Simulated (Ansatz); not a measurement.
**Is VInSi in the AlB2 type a stable metal?**

The plan: relax VInSi in the AlB2 type, check its phonons, and, if the lattice is stable, compute its Eliashberg function and ρ(T).

Program: Ansatz 0.2.0. Level of theory: DFT PBE, scalar-relativistic, plane waves, PAW; PAW set soft_1. Results are calculated unless marked as measured.

This is a report of a sequence of runs, with most program output left out.

The structure was built from a prototype and need not be the compound's stable phase.

## (1) Set-up

Symmetry: P-6m2, No. 187, hexagonal system. The conventional cell has a = 4.038 Å, b = 4.038 Å, c = 4.240 Å, α = 90.00°, β = 90.00°, γ = 120.00°. Nearest to V lie 6 Si at 3.15 Å and 6 In at 3.15 Å. Nearest to Si lie 3 In at 2.33 Å and 6 V at 3.15 Å. Nearest to In lie 3 Si at 2.33 Å and 6 V at 3.15 Å. Farther neighbours are not listed.

## (2) Relaxing cell and atoms

The structure is brought to rest under this functional.

Input file input.yaml:

```yaml
crystal:
  lattice:
    - [4.03801, 0.0, 0.0]
    - [-2.01901, 3.49702, 0.0]
    - [0.0, 0.0, 4.23991]
  atoms:
    - { symbol: V, position: [0.0, 0.0, 0.0] }
    - { symbol: Si, position: [0.33333333, 0.66666667, 0.5] }
    - { symbol: In, position: [0.66666667, 0.33333333, 0.5] }
kpoints:
  mp_grid: { grid: [9, 9, 8] }
hamiltonian:
  xc: pbe
  pseudopotentials: { kind: paw, azcp: { folder: soft_1 } }
scf:
  occupations: { method: gaussian, width: 0.1 }
output:
  forces: true
  stress: true
  eigenvalues: true
relax:
  adjacent_minimum: "off"
  f_tol: 0.005
  max_steps: 80
  cell: { stress_tol: 0.05 }
```

On the command line:

```console
$ ansatz run input.yaml --threads 4 --pin off --max-ram 12288MiB --backend cpu --events-out ev --progress --plain --runs-dir out
```

Elapsed: 24 s, on 4 threads of Arm Neoverse V2, shared host; peak memory 0.44 GiB; 90 s of CPU time.

This run has no spin polarisation, although V can carry a moment.

The steps of the relaxation:

| step | energy less that of the first step (eV) | largest force component (eV/Å) | pressure (GPa) | volume (Å³) |
| --- | --- | --- | --- | --- |
| 1 | 0.0000 | 0.0000 | 3.60 | 59.87 |
| 2 | -0.5007 | 0.0000 | -0.25 | 59.75 |
| 3 | -0.8517 | 0.0000 | -1.27 | 58.14 |
| 4 | -1.1425 | 0.0000 | -1.41 | 56.13 |
| 5 | -1.4152 | 0.0000 | -0.98 | 53.98 |
| 6 | -1.6959 | 0.0000 | 0.39 | 51.76 |
| 7 | -2.0476 | 0.0000 | 2.43 | 49.65 |
| 8 | -2.3904 | 0.0000 | 5.24 | 47.69 |
| 9 | -2.5226 | 0.0000 | 5.40 | 47.69 |
| 10 | -2.5735 | 0.0000 | 0.39 | 49.48 |
| 11 | -2.5737 | 0.0000 | -0.01 | 49.65 |
| 12* | -2.5869 | 0.0000 | 0.46 | 49.65 |
| 13 | -2.5875 | 0.0000 | 0.04 | 49.87 |
| 14 | -2.5875 | 0.0000 | 0.00 | 49.89 |
| 15* | -2.5876 | 0.0000 | 0.00 | 49.89 |

Relaxation steps marked * repeat the geometry before them on a plane-wave basis chosen anew for their cell, so energy and pressure can jump there.

Forces are held to the 12 operations that the run works with; a distortion that breaks them can't arise in this run.

| cell as run | before | after | change |
| --- | --- | --- | --- |
| a (Å) | 4.038 | 4.641 | +14.9 % |
| b (Å) | 4.038 | 4.641 | +14.9 % |
| c (Å) | 4.240 | 2.674 | -36.9 % |
| volume (Å³/atom) | 19.96 | 16.63 | -16.7 % |

Final coordinates:

```cif
data_structure
_symmetry_space_group_name_H-M 'P 1'
_symmetry_Int_Tables_number 1
_cell_length_a 4.6414
_cell_length_b 4.6414
_cell_length_c 2.6743
_cell_angle_alpha 90.000
_cell_angle_beta 90.000
_cell_angle_gamma 120.000
_cell_volume 49.89
loop_
_atom_site_label
_atom_site_type_symbol
_atom_site_fract_x
_atom_site_fract_y
_atom_site_fract_z
_atom_site_occupancy
V1 V 0.00000 0.00000 0.00000 1
Si2 Si 0.33333 0.66667 0.50000 1
In3 In 0.66667 0.33333 0.50000 1
```

This step gave:

```
pressure          : 6.12e-4 GPa
volume per atom   : 16.63 Å³/atom
metallic on mesh  : yes
gap on the k-mesh : 0 eV
```

The largest force is now zero by symmetry and the largest stress component 0.0011 GPa.

## (3) Relaxation

The cell moved far, so the relaxation is started again from the new cell to confirm it.

input.yaml, the sections that differ from step 2:

```yaml
crystal:
  lattice:
    - [4.6413802901, 3.3181e-06, 0.0]
    - [-2.3206930186, 4.0195515808, 0.0]
    - [0.0, 0.0, 2.6743432124]
  atoms:
    - { symbol: V, position: [0.0, 0.0, 0.0] }
    - { symbol: Si, position: [0.3333333333, 0.6666666667, 0.5] }
    - { symbol: In, position: [0.6666666667, 0.3333333333, 0.5] }
kpoints:
  mp_grid: { grid: [9, 9, 12] }
# hamiltonian, scf, output, relax: as in step 2
```

The job ended after 8.4 s (4 threads; peak memory 0.44 GiB).

The steps of the relaxation:

| step | energy less that of the first step (eV) | largest force component (eV/Å) | pressure (GPa) | volume (Å³) |
| --- | --- | --- | --- | --- |
| 1 | 0.0000 | 0.0000 | -0.11 | 49.89 |
| 2 | -0.0003 | 0.0000 | 0.03 | 49.86 |
| 3 | -0.0003 | 0.0000 | 0.00 | 49.87 |
| 4 | -0.0003 | 0.0000 | 0.00 | 49.87 |

The log counts 1 steps on a newly chosen plane-wave basis, not all of them marked here; energy and pressure can jump at such steps.

| conventional cell, symmetrised | before | after | change |
| --- | --- | --- | --- |
| a (Å) | 4.641 | 4.646 | +0.1 % |
| b (Å) | 4.641 | 4.646 | +0.1 % |
| c (Å) | 2.674 | 2.667 | -0.3 % |
| volume (Å³/atom) | 16.63 | 16.62 | -0.0 % |

Final coordinates:

```cif
data_structure
_symmetry_space_group_name_H-M 'P 1'
_symmetry_Int_Tables_number 1
_cell_length_a 4.6463
_cell_length_b 4.6463
_cell_length_c 2.6674
_cell_angle_alpha 90.000
_cell_angle_beta 90.000
_cell_angle_gamma 120.000
_cell_volume 49.87
loop_
_atom_site_label
_atom_site_type_symbol
_atom_site_fract_x
_atom_site_fract_y
_atom_site_fract_z
_atom_site_occupancy
V1 V 0.00000 0.00000 0.00000 1
Si2 Si 0.33333 0.66667 0.50000 1
In3 In 0.66667 0.33333 0.50000 1
```

This step gave:

- pressure: -0.003323 GPa
- volume per atom: 16.62 Å³/atom

The largest force is now zero by symmetry and the largest stress component 0.0050 GPa.

## (4) Tight relaxation

No force is left; the cell is relaxed once more with another smearing and tight thresholds.

input.yaml, the sections that differ from step 3:

```yaml
crystal:
  lattice:
    - [4.6462706113, 3.3216e-06, 0.0]
    - [-2.3231381822, 4.0237867214, 0.0]
    - [0.0, 0.0, 2.667418827]
  atoms:
    - { symbol: V, position: [0.0, 0.0, 0.0] }
    - { symbol: Si, position: [0.3333333333, 0.6666666667, 0.5] }
    - { symbol: In, position: [0.6666666667, 0.3333333333, 0.5] }
kpoints:
  mp_grid: { grid: [6, 6, 12] }
scf:
  occupations: { method: methfessel_paxton, width: 0.2 }
relax:
  adjacent_minimum: "off"
  f_tol: 0.001
  max_steps: 60
  cell: { stress_tol: 0.01 }
# hamiltonian, output: as in step 3
```

It took 5.8 s on 4 threads; peak memory 0.4 GiB; 21 s of CPU time.

Step by step:

| step | energy less that of the first step (eV) | largest force component (eV/Å) | pressure (GPa) | volume (Å³) |
| --- | --- | --- | --- | --- |
| 1 | 0.0000 | 0.0000 | -0.13 | 49.87 |
| 2 | -0.0006 | 0.0000 | 0.13 | 49.71 |
| 3 | -0.0006 | 0.0000 | -0.03 | 49.79 |
| 4 | -0.0006 | 0.0000 | 0.00 | 49.77 |
| 5 | -0.0006 | 0.0000 | 0.00 | 49.77 |

The log counts 1 steps on a newly chosen plane-wave basis, not all of them marked here; energy and pressure can jump at such steps.

| conventional cell, symmetrised | before | after | change |
| --- | --- | --- | --- |
| a (Å) | 4.646 | 4.636 | -0.2 % |
| b (Å) | 4.646 | 4.636 | -0.2 % |
| c (Å) | 2.667 | 2.674 | +0.3 % |
| volume (Å³/atom) | 16.62 | 16.59 | -0.2 % |

Final coordinates:

```
V Si In
1.0
     4.63597    0.00000    0.00000
    -2.31799    4.01486    0.00000
     0.00000    0.00000    2.67421
V Si In
1 1 1
Cartesian
  0.0000 0.0000 0.0000
  0.0000 2.6766 1.3371
  2.3180 1.3383 1.3371
```

Numbers from this step:

| Item | Value |
| --- | --- |
| pressure | 0.002342 GPa |
| volume per atom | 16.59 Å³/atom |

The largest force is now zero by symmetry and the largest stress component 0.0070 GPa, small enough for phonons.

## (5) Phonons: q 2×2×2, k 4×4×6

Before any scattering is computed, the phonons show whether the structure is a minimum.

Input file input.yaml:

```yaml
crystal:
  lattice:
    - [4.6359657829, 3.3142e-06, 0.0]
    - [-2.3179857616, 4.0148624819, 0.0]
    - [0.0, 0.0, 2.6742063997]
  atoms:
    - { symbol: V, position: [0.0, 0.0, 0.0] }
    - { symbol: Si, position: [0.3333333333, 0.6666666667, 0.5] }
    - { symbol: In, position: [0.6666666667, 0.3333333333, 0.5] }
kpoints:
  mp_grid: { grid: [4, 4, 6] }
hamiltonian:
  xc: pbe
  pseudopotentials: { kind: paw, azcp: { folder: soft_1 } }
scf:
  occupations: { method: methfessel_paxton, width: 0.2 }
output:
  eigenvalues: true
phonons:
  method: dfpt
  qmesh: [2, 2, 2]
  temperatures: { t_max: 1000, t_step: 50 }
  qpath:
    path:
      - [[0.0, 0.0, 0.0], [0.5, 0.0, 0.0], [0.33333333, 0.33333333, 0.0], [0.0, 0.0, 0.0], [0.0, 0.0, 0.5], [0.5, 0.0, 0.5], [0.33333333, 0.33333333, 0.5], [0.0, 0.0, 0.5]]
      - [[0.5, 0.0, 0.5], [0.5, 0.0, 0.0]]
      - [[0.33333333, 0.33333333, 0.5], [0.33333333, 0.33333333, 0.0]]
    npoints: 10
```

The job ended after 25 s (4 threads; peak memory 0.49 GiB; 92 s of CPU time).

This step gave:

```
share of imaginary modes in the plain interpolation between solved wavevectors : 0.1254
highest frequency, solved or plainly interpolated                              : 283 cm⁻¹
```

Solved on the 2×2×2 mesh alone; all other wavevectors are interpolated. Phonon branches along the path, in cm⁻¹:

| point | branch 1 | branch 2 | branch 3 | branch 4 | branch 5 | branch 6 | branch 7 | branch 8 | branch 9 |
| --- | --- | --- | --- | --- | --- | --- | --- | --- | --- |
| Γ | -53 | 0 | 0 | 0 | 68 | 68 | 93 | 269 | 269 |
| halfway | -66 | -59 | -44 | 15 | 78 | 123 | 126 | 260 | 272 |
| M | -70 | -68 | 13 | 34 | 69 | 134 | 149 | 255 | 276 |
| halfway | -70 | -56 | 16 | 56 | 66 | 109 | 164 | 250 | 280 |
| K | -70 | 17 | 39 | 42 | 62 | 91 | 171 | 246 | 283 |
| halfway | -75 | -61 | 19 | 35 | 74 | 107 | 145 | 256 | 274 |
| Γ | -53 | 0 | 0 | 0 | 68 | 68 | 93 | 269 | 269 |
| halfway | 51 | 51 | 103 | 120 | 120 | 126 | 188 | 264 | 264 |
| A | 63 | 63 | 157 | 159 | 159 | 160 | 260 | 260 | 260 |
| halfway | 48 | 84 | 135 | 139 | 145 | 180 | 260 | 261 | 265 |
| L | 27 | 84 | 105 | 118 | 144 | 196 | 260 | 261 | 269 |
| halfway | -44 | 105 | 106 | 130 | 142 | 187 | 254 | 260 | 274 |
| H | -59 | 103 | 119 | 138 | 152 | 171 | 250 | 259 | 277 |
| halfway | 32 | 94 | 128 | 140 | 142 | 180 | 259 | 260 | 268 |
| A | 63 | 63 | 157 | 159 | 159 | 160 | 260 | 260 | 260 |
| jump to L | 27 | 84 | 105 | 118 | 144 | 196 | 260 | 261 | 269 |
| halfway | -53 | 59 | 82 | 128 | 133 | 141 | 193 | 258 | 272 |
| M | -70 | -68 | 13 | 34 | 69 | 134 | 149 | 255 | 276 |
| jump to H | -59 | 103 | 119 | 138 | 152 | 171 | 250 | 259 | 277 |
| halfway | -57 | 63 | 98 | 108 | 119 | 164 | 192 | 248 | 280 |
| K | -70 | 17 | 39 | 42 | 62 | 91 | 171 | 246 | 283 |

Lowest modes at the softest wavevector of the mesh. Modes at q = (0.000, 0.500, 0.000), with each element's share of the kinetic energy (negative means imaginary):

| mode | frequency (cm⁻¹) | V % | Si % | In % |
| --- | --- | --- | --- | --- |
| 1 | -70.4 | 88 | 7 | 5 |
| 2 | -68.2 | 27 | 17 | 56 |
| 3 | 12.8 | 3 | 87 | 9 |
| 4 | 33.7 | 97 | 0 | 2 |
| 5 | 68.9 | 8 | 6 | 86 |
| 6 | 134.4 | 2 | 11 | 88 |

Displacements in mode 1 (-70.4 cm⁻¹), the largest set to 1, in the home cell:
```
V1  0.00 0.00 1.00
Si2 0.00 0.00 0.37
In3 0.00 0.00 0.16
```

Displacements in mode 2 (-68.2 cm⁻¹), the largest set to 1, in the home cell:
```
V1  0.93 0.00 0.00
Si2 1.00 0.00 0.00
In3 0.89 0.00 0.00
```

Among the solved wavevectors the lowest mode, translations apart, is -70.4 cm⁻¹, imaginary.

## (6) Lattice stability: q 3×3×3, k 6×6×9

An imaginary mode on so few k-points may come from the sampling, so the phonons are repeated with another q and k mesh.

Edit input.yaml of step 5 so:

```diff
@@ -10,3 +10,3 @@
 kpoints:
-  mp_grid: { grid: [4, 4, 6] }
+  mp_grid: { grid: [6, 6, 9] }
 hamiltonian:
@@ -20,3 +20,3 @@
   method: dfpt
-  qmesh: [2, 2, 2]
+  qmesh: [3, 3, 3]
   temperatures: { t_max: 1000, t_step: 50 }
```

Elapsed: 2.5 min, on 4 threads; peak memory 1.1 GiB; 9.7 min of CPU time.

This step gave:

- share of imaginary modes in the plain interpolation between solved wavevectors: 0.0901
- highest frequency, solved or plainly interpolated: 280.4 cm⁻¹

Solved on the 3×3×3 mesh alone; all other wavevectors are interpolated. Phonon branches along the path, in cm⁻¹:

| point | branch 1 | branch 2 | branch 3 | branch 4 | branch 5 | branch 6 | branch 7 | branch 8 | branch 9 |
| --- | --- | --- | --- | --- | --- | --- | --- | --- | --- |
| Γ | -42 | 0 | 0 | 0 | 82 | 82 | 102 | 267 | 267 |
| halfway | -66 | -65 | 27 | 64 | 85 | 121 | 145 | 260 | 270 |
| M | -86 | -50 | 32 | 75 | 128 | 136 | 139 | 265 | 272 |
| halfway | -69 | -42 | 52 | 77 | 96 | 123 | 161 | 262 | 277 |
| K | -41 | -35 | 62 | 75 | 84 | 108 | 169 | 261 | 280 |
| halfway | -64 | -48 | 34 | 37 | 83 | 128 | 153 | 258 | 273 |
| Γ | -42 | 0 | 0 | 0 | 82 | 82 | 102 | 267 | 267 |
| halfway | 60 | 60 | 85 | 85 | 119 | 158 | 189 | 264 | 264 |
| A | 70 | 70 | 104 | 104 | 181 | 199 | 260 | 260 | 262 |
| halfway | 56 | 88 | 120 | 145 | 176 | 204 | 260 | 261 | 262 |
| L | 39 | 98 | 135 | 170 | 178 | 205 | 260 | 261 | 264 |
| halfway | -20 | 110 | 145 | 172 | 177 | 199 | 257 | 260 | 269 |
| H | -43 | 118 | 156 | 173 | 175 | 194 | 256 | 260 | 272 |
| halfway | 46 | 95 | 127 | 151 | 175 | 204 | 260 | 260 | 264 |
| A | 70 | 70 | 104 | 104 | 181 | 199 | 260 | 260 | 262 |
| jump to L | 39 | 98 | 135 | 170 | 178 | 205 | 260 | 261 | 264 |
| halfway | -43 | 100 | 121 | 134 | 147 | 157 | 196 | 264 | 268 |
| M | -86 | -50 | 32 | 75 | 128 | 136 | 139 | 265 | 272 |
| jump to H | -43 | 118 | 156 | 173 | 175 | 194 | 256 | 260 | 272 |
| halfway | -47 | 104 | 124 | 138 | 152 | 157 | 195 | 258 | 276 |
| K | -41 | -35 | 62 | 75 | 84 | 108 | 169 | 261 | 280 |

Lowest modes at the softest wavevector of the mesh. Modes at q = (0.000, 0.333, 0.000), with each element's share of the kinetic energy (negative means imaginary):

| mode | frequency (cm⁻¹) | V % | Si % | In % |
| --- | --- | --- | --- | --- |
| 1 | -76.2 | 35 | 17 | 48 |
| 2 | -64.4 | 35 | 61 | 4 |
| 3 | 33.8 | 28 | 31 | 41 |
| 4 | 79.3 | 37 | 8 | 54 |
| 5 | 90.3 | 46 | 8 | 47 |
| 6 | 131.3 | 64 | 11 | 25 |

Displacements in mode 1 (-76.2 cm⁻¹), the largest set to 1, in the home cell (x, y, z of the real part, then of the imaginary part):
```
V1   0.96  0.00  0.00  0.28  0.00  0.00
Si2  0.91  0.00  0.00 -0.23  0.00  0.00
In3  0.78  0.00  0.00 -0.08  0.00  0.00
```

Displacements in mode 4 (79.3 cm⁻¹), the largest set to 1, in the home cell (x, y, z of the real part, then of the imaginary part):
```
V1   0.00  0.00 -0.99  0.00  0.00  0.16
Si2  0.00  0.00 -0.05  0.00  0.00 -0.62
In3  0.00  0.00  0.79  0.00  0.00  0.16
```

The modes has structure finer than the step of the table below, so its rows give means over 20 cm⁻¹, whole bins alone (the curve runs from -95.1 to 299 cm⁻¹). Peaks (cm⁻¹: height): In -45.5: 0.0108, 100.6: 0.0236, 157.6: 0.0170, 209.6: 0.0097, 226.9: 0.0111, 241.8: 0.0110, 261.6: 0.0299; Si 172.4: 0.0159, 261.6: 0.124; V 132.8: 0.0434, 167.5: 0.0232, 199.7: 0.0170.

Phonopy on the run's constants, 15x15x21 mesh, Gaussian sigma 2.8 cm⁻¹. Modes against wavenumber; means over each step; values in 1/cm⁻¹/cell:

| wavenumber (cm⁻¹) | In | Si | V |
| --- | --- | --- | --- |
| -80 | 0.00164 | 5.9e-4 | 0.00108 |
| -60 | 0.00519 | 0.00412 | 0.00329 |
| -40 | 0.00843 | 0.00562 | 0.00246 |
| -20 | 0.00384 | 0.00259 | 0.00114 |
| 0 | 0.00161 | 5.2e-4 | 2.9e-4 |
| 20 | 0.00444 | 0.00258 | 0.00125 |
| 40 | 0.00912 | 0.00378 | 0.00308 |
| 60 | 0.00873 | 0.00533 | 0.00445 |
| 80 | 0.0125 | 0.00536 | 0.0108 |
| 100 | 0.0191 | 0.00504 | 0.0158 |
| 120 | 0.00971 | 0.00584 | 0.0237 |
| 140 | 0.00977 | 0.00760 | 0.0331 |
| 160 | 0.0124 | 0.0108 | 0.0231 |
| 180 | 0.00444 | 0.00658 | 0.0120 |
| 200 | 0.00402 | 4.1e-4 | 0.0120 |
| 220 | 0.00466 | 2.2e-4 | 5.8e-4 |
| 240 | 0.00574 | 7.6e-4 | 4.3e-4 |
| 260 | 0.0195 | 0.0660 | 0.00134 |
| 280 | 0.00524 | 0.0161 | 1.1e-4 |

No LO-TO term; unit eigenvectors of the mass-weighted matrix. The modes at Γ (shares of kinetic energy by element, %) (negative means imaginary):

| mode | frequency (cm⁻¹) | symmetry | V % | Si % | In % |
| --- | --- | --- | --- | --- | --- |
| 1 | -42.2 | A2'' | 12 | 83 | 5 |
| 2 | 0.0 | unnamed | 26 | 14 | 59 |
| 3 | 0.0 | unnamed | 26 | 14 | 59 |
| 4 | 0.0 | unnamed | 26 | 14 | 59 |
| 5 | 81.5 | E' | 70 | 18 | 12 |
| 6 | 81.5 | E' | 70 | 18 | 12 |
| 7 | 102.1 | A2'' | 62 | 2 | 36 |
| 8 | 267.1 | E' | 4 | 68 | 29 |
| 9 | 267.1 | E' | 4 | 68 | 29 |

Displacements in mode 1 (-42.2 cm⁻¹), the largest set to 1:
```
V1   0.00  0.00 -0.28
Si2  0.00  0.00  1.00
In3  0.00  0.00 -0.12
```

Displacements in mode 9 (267.1 cm⁻¹), the largest set to 1:
```
V1   0.00  0.18  0.00
Si2  0.00  1.00  0.00
In3  0.00 -0.32  0.00
```

Among the solved wavevectors the lowest mode, translations apart, is -76.2 cm⁻¹, imaginary.

## (7) Phonons: Fermi–Dirac smearing of 0.3 eV

The phonons are repeated on the same meshes with a wide Fermi–Dirac smearing, to see whether the soft mode comes from sharp features of the Fermi surface.

Edit input.yaml of step 6 so:

```diff
@@ -15,3 +15,3 @@
 scf:
-  occupations: { method: methfessel_paxton, width: 0.2 }
+  occupations: { method: fermi_dirac, width: 0.3 }
 output:
```

Wall time 2.8 min (4 threads); peak memory 1.2 GiB; 11 min of CPU time.

This step gave:

```
share of imaginary modes in the plain interpolation between solved wavevectors : 0.0886
highest frequency, solved or plainly interpolated                              : 272.8 cm⁻¹
```

Solved on the 3×3×3 mesh alone; all other wavevectors are interpolated. Phonon branches along the path, in cm⁻¹:

| point | branch 1 | branch 2 | branch 3 | branch 4 | branch 5 | branch 6 | branch 7 | branch 8 | branch 9 |
| --- | --- | --- | --- | --- | --- | --- | --- | --- | --- |
| Γ | -33 | 0 | 0 | 0 | 103 | 103 | 103 | 260 | 260 |
| halfway | -60 | -33 | 34 | 62 | 95 | 131 | 145 | 256 | 265 |
| M | -78 | -25 | 52 | 88 | 122 | 134 | 146 | 260 | 268 |
| halfway | -66 | -24 | 56 | 88 | 97 | 124 | 166 | 256 | 271 |
| K | -46 | -23 | 60 | 77 | 88 | 116 | 174 | 254 | 273 |
| halfway | -51 | -32 | 40 | 52 | 94 | 134 | 154 | 254 | 267 |
| Γ | -33 | 0 | 0 | 0 | 103 | 103 | 103 | 260 | 260 |
| halfway | 55 | 55 | 111 | 111 | 126 | 140 | 192 | 259 | 259 |
| A | 71 | 71 | 121 | 121 | 180 | 184 | 259 | 259 | 262 |
| halfway | 54 | 85 | 117 | 132 | 180 | 190 | 260 | 260 | 261 |
| L | 32 | 96 | 123 | 148 | 181 | 198 | 259 | 260 | 263 |
| halfway | -30 | 110 | 131 | 150 | 182 | 196 | 254 | 260 | 268 |
| H | -46 | 119 | 139 | 152 | 183 | 195 | 252 | 260 | 271 |
| halfway | 40 | 94 | 120 | 135 | 180 | 190 | 258 | 260 | 263 |
| A | 71 | 71 | 121 | 121 | 180 | 184 | 259 | 259 | 262 |
| jump to L | 32 | 96 | 123 | 148 | 181 | 198 | 259 | 260 | 263 |
| halfway | -47 | 97 | 127 | 134 | 135 | 157 | 194 | 259 | 265 |
| M | -78 | -25 | 52 | 88 | 122 | 134 | 146 | 260 | 268 |
| jump to H | -46 | 119 | 139 | 152 | 183 | 195 | 252 | 260 | 271 |
| halfway | -49 | 97 | 124 | 128 | 153 | 163 | 194 | 253 | 271 |
| K | -46 | -23 | 60 | 77 | 88 | 116 | 174 | 254 | 273 |

Lowest modes at the softest wavevector of the mesh. Modes at q = (0.000, -0.333, 0.000), with each element's share of the kinetic energy (negative means imaginary):

| mode | frequency (cm⁻¹) | V % | Si % | In % |
| --- | --- | --- | --- | --- |
| 1 | -70.0 | 28 | 17 | 55 |
| 2 | -30.4 | 8 | 88 | 4 |
| 3 | 43.3 | 24 | 9 | 67 |
| 4 | 86.8 | 44 | 8 | 48 |
| 5 | 91.6 | 68 | 2 | 30 |
| 6 | 139.3 | 71 | 12 | 17 |

Displacements in mode 1 (-70.0 cm⁻¹), the largest set to 1, in the home cell (x, y, z of the real part, then of the imaginary part):
```
V1   0.92  0.00  0.00 -0.21  0.00  0.00
Si2  0.99  0.00  0.00  0.16  0.00  0.00
In3  0.88  0.00  0.00  0.04  0.00  0.00
```

Displacements in mode 6 (139.3 cm⁻¹), the largest set to 1, in the home cell (x, y, z of the real part, then of the imaginary part):
```
V1   1.00  0.00  0.00 -0.06  0.00  0.00
Si2 -0.54  0.00  0.00 -0.05  0.00  0.00
In3 -0.31  0.00  0.00 -0.10  0.00  0.00
```

Among the solved wavevectors the lowest mode, translations apart, is -70 cm⁻¹, imaginary.

Between step 6 and this run (occupations Fermi-Dirac and smearing width 0.3 eV) the value for the highest frequency, solved or plainly interpolated moves from 280 cm⁻¹ to 273 cm⁻¹ (-3 %).

## (8) Results

| Quantity | Value |
| --- | --- |
| phonon run of the rows without a label of their own | PBE, q 3×3×3, k 6×6×9 |
| softest mode on the q mesh | -76.2 cm⁻¹ at q = (0, 0.333, 0) |
| highest frequency, solved or plainly interpolated | 280 cm⁻¹ |

The lattice is dynamically unstable at this level: a mode at q = (0, 0.333, 0) is imaginary, 76.2i cm⁻¹, so no harmonic coupling constant or resistivity is defined for this structure. These meshes are coarse, and single modes of a metal can move by tens of cm⁻¹ with the k mesh. The coarser mesh found an imaginary mode at another wavevector, which this mesh lacks. The phonon runs are not spin-polarised. The structure was built by hand as an ordered model, and its stability against other phases was not tested.

[Logs are printed without paths, hosts, clocks, repeated set-up lines and the standing remarks that a program may print on its own settings, such as how far it seeks lower states.]

[Hosts, paths, dates, database ids (printed as entryN), source tags and the programs' standing remarks are cut or masked in the printed files.]
